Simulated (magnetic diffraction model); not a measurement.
## Which magnetic order? MgNi₄S₅

Space group R-3m (no. 166), a = 3.7920 Å, c = 43.7260 Å.

```csv
site,atom,x,y,z
6c,Ni,1/3,2/3,0.0666
6c,Ni,2/3,1/3,0.1348
6c,S,2/3,1/3,0.2328
6c,S,0,0,0.2995
3b,S,1/3,2/3,1/6
3a,Mg,0,0,0
```

The compound is invented for this exercise: a known structure type with other elements, its cell scaled to their sizes and not relaxed.

Only Ni is taken to order (form factors of Ni2+); orders and moment sizes are assumed, and not adapted to the symmetry. Radiation: neutrons of λ = 1.909 Å, 5° to 75°; isotropic B of 0.66 Å² (Ni), 0.62 Å² (S) and 0.8 Å² (Mg). The intensities are simulated: I ∝ L Σ (|F_N|² + |F_M⊥|²) for unpolarised neutrons, with F_M = 2.695 fm/μB × Σ f(s) S exp(2πi Q·r) exp(−B s²) at Q = H ± k (one set where k and −k are equivalent), only the part normal to Q counting and L = 1/(sin²θ cos θ). For collinear order S is the moment m, which repeats by lattice and centring translations R with the sign exp(−2πi k·R). Form factors are spin-only for 3d ions and dipole or tabulated for f ions, scattering lengths are Sears's of 1992, and absorption is left out. A label names one of the reflections at its angle. The strongest nuclear line in the range is 100, and lines under 0.2 are left out.

Above the ordering temperature:

```csv
2θ (°),index,I
7.51,(0 0 3),7.7
15.05,(0 0 6),1.0
22.66,(0 0 9),1.4
30.37,(0 0 12),0.3
33.89,(1 0 1),0.9
34.19,(0 1 2),0.9
35.33,(1 0 4),1.2
36.17,(0 1 5),38.5
38.23,(0 0 15),11.4
38.34,(1 0 7),0.5
39.64,(0 1 8),0.9
42.63,(1 0 10),100.0
44.30,(0 1 11),0.2
46.27,(0 0 18),0.3
47.94,(1 0 13),0.9
49.89,(0 1 14),1.1
60.45,(1 1 0),54.0
60.86,(1 0 19),1.1
61.02,(1 1 3),0.8
62.69,(1 1 6),0.4
63.19,(0 0 24),0.4
63.27,(0 1 20),49.4
```
(The table stops after 22 lines; 9 more lie at higher angle.)

Below it (cell unchanged):

```
2θ (°)      I
  7.51    7.7
 15.05    1.0
 16.90    0.6
 17.46    0.6
 19.52    0.6
 20.94    7.1
 22.66    1.4
 24.35    0.3
 26.26    0.3
 29.16    1.0
 30.37    0.3
 30.41    3.2
 33.89    0.9
 34.19    0.9
 35.33    1.2
 36.17   38.5
 38.23   11.4
 38.34    0.5
 39.64    0.9
 42.63  100.0
 44.30    0.2
 46.27    0.3
 47.12    1.2
 47.94    0.9
 48.79    1.3
 49.89    1.1
 51.70    0.6
 52.48    1.0
 54.79    0.6
 60.45   54.0
 60.86    1.1
 61.02    0.8
 62.69    0.4
 63.19    0.4
 63.27   49.4
 64.72    0.2
```
(The table stops after 36 lines; 13 more lie at higher angle.)

**Question.** Check that the new lines index with k = (1/2 1/2 0), then choose among these models:
A. collinear moments along [120], 1.54 μB on Ni; signs + at (1/3, 2/3, 0.0666), − at (2/3, 1/3, 0.1348), − at (0, 0, 0.1985), + at (1/3, 2/3, 0.2667)
B. collinear moments along [120], 1.54 μB on Ni; signs + at (1/3, 2/3, 0.0666), + at (2/3, 1/3, 0.1348), − at (0, 0, 0.1985), + at (1/3, 2/3, 0.2667)
C. collinear moments along [101], 1.54 μB on Ni; signs + at (1/3, 2/3, 0.0666), − at (2/3, 1/3, 0.1348), − at (0, 0, 0.1985), + at (1/3, 2/3, 0.2667)
D. collinear moments along [101], 1.54 μB on Ni; signs + at (1/3, 2/3, 0.0666), + at (2/3, 1/3, 0.1348), − at (0, 0, 0.1985), + at (1/3, 2/3, 0.2667)

The new lines index as (1/2 -1/2 1) at 16.90°, (-1/2 1/2 2) at 17.46°, (1/2 -1/2 4) at 19.52° and (-1/2 1/2 5) at 20.94°, that is as H ± k with k = (1/2 1/2 0), one of 3 inequivalent arms of its star (k and −k counted as one), which a powder can't tell apart. Half indices mean that the moments reverse under translations with k·R a half-integer, and the magnetic cell has twice the primitive volume.

Magnetic intensity, observed (below minus above) and for each model:

| 2θ (°) | index | observed | A | B | C | D |
| --- | --- | --- | --- | --- | --- | --- |
| 16.90 | (1/2 -1/2 1) | 0.6 | 4.0 | 0.6 | 5.0 | 0.8 |
| 19.52 | (1/2 -1/2 4) | 0.6 | 3.2 | 0.6 | 2.6 | 0.5 |
| 20.94 | (-1/2 1/2 5) | 7.1 | 1.8 | 7.1 | 1.5 | 6.0 |
| 29.16 | (1/2 1/2 0) | 1.0 | 0.2 | 1.0 | 1.0 | 3.9 |
| 30.41 | (1/2 -1/2 10) | 3.2 | 0.8 | 3.2 | 0.2 | 0.8 |
| 32.97 | (1/2 1/2 6) | <0.2 | 0.9 | <0.2 | 1.7 | 0.2 |
| 47.12 | (3/2 -1/2 5) | 1.2 | 0.3 | 1.2 | 0.5 | 1.9 |
| 48.79 | (1/2 1/2 15) | 1.3 | 0.3 | 1.3 | <0.2 | 0.7 |

Model B matches.

The structure used: k = (1/2 1/2 0), collinear moments along [120], 1.54 μB on Ni; signs + at (1/3, 2/3, 0.0666), + at (2/3, 1/3, 0.1348), − at (0, 0, 0.1985), + at (1/3, 2/3, 0.2667).

[Logs are printed without paths, hosts, clocks, repeated set-up lines and the standing remarks that a program may print on its own settings, such as how far it seeks lower states.]
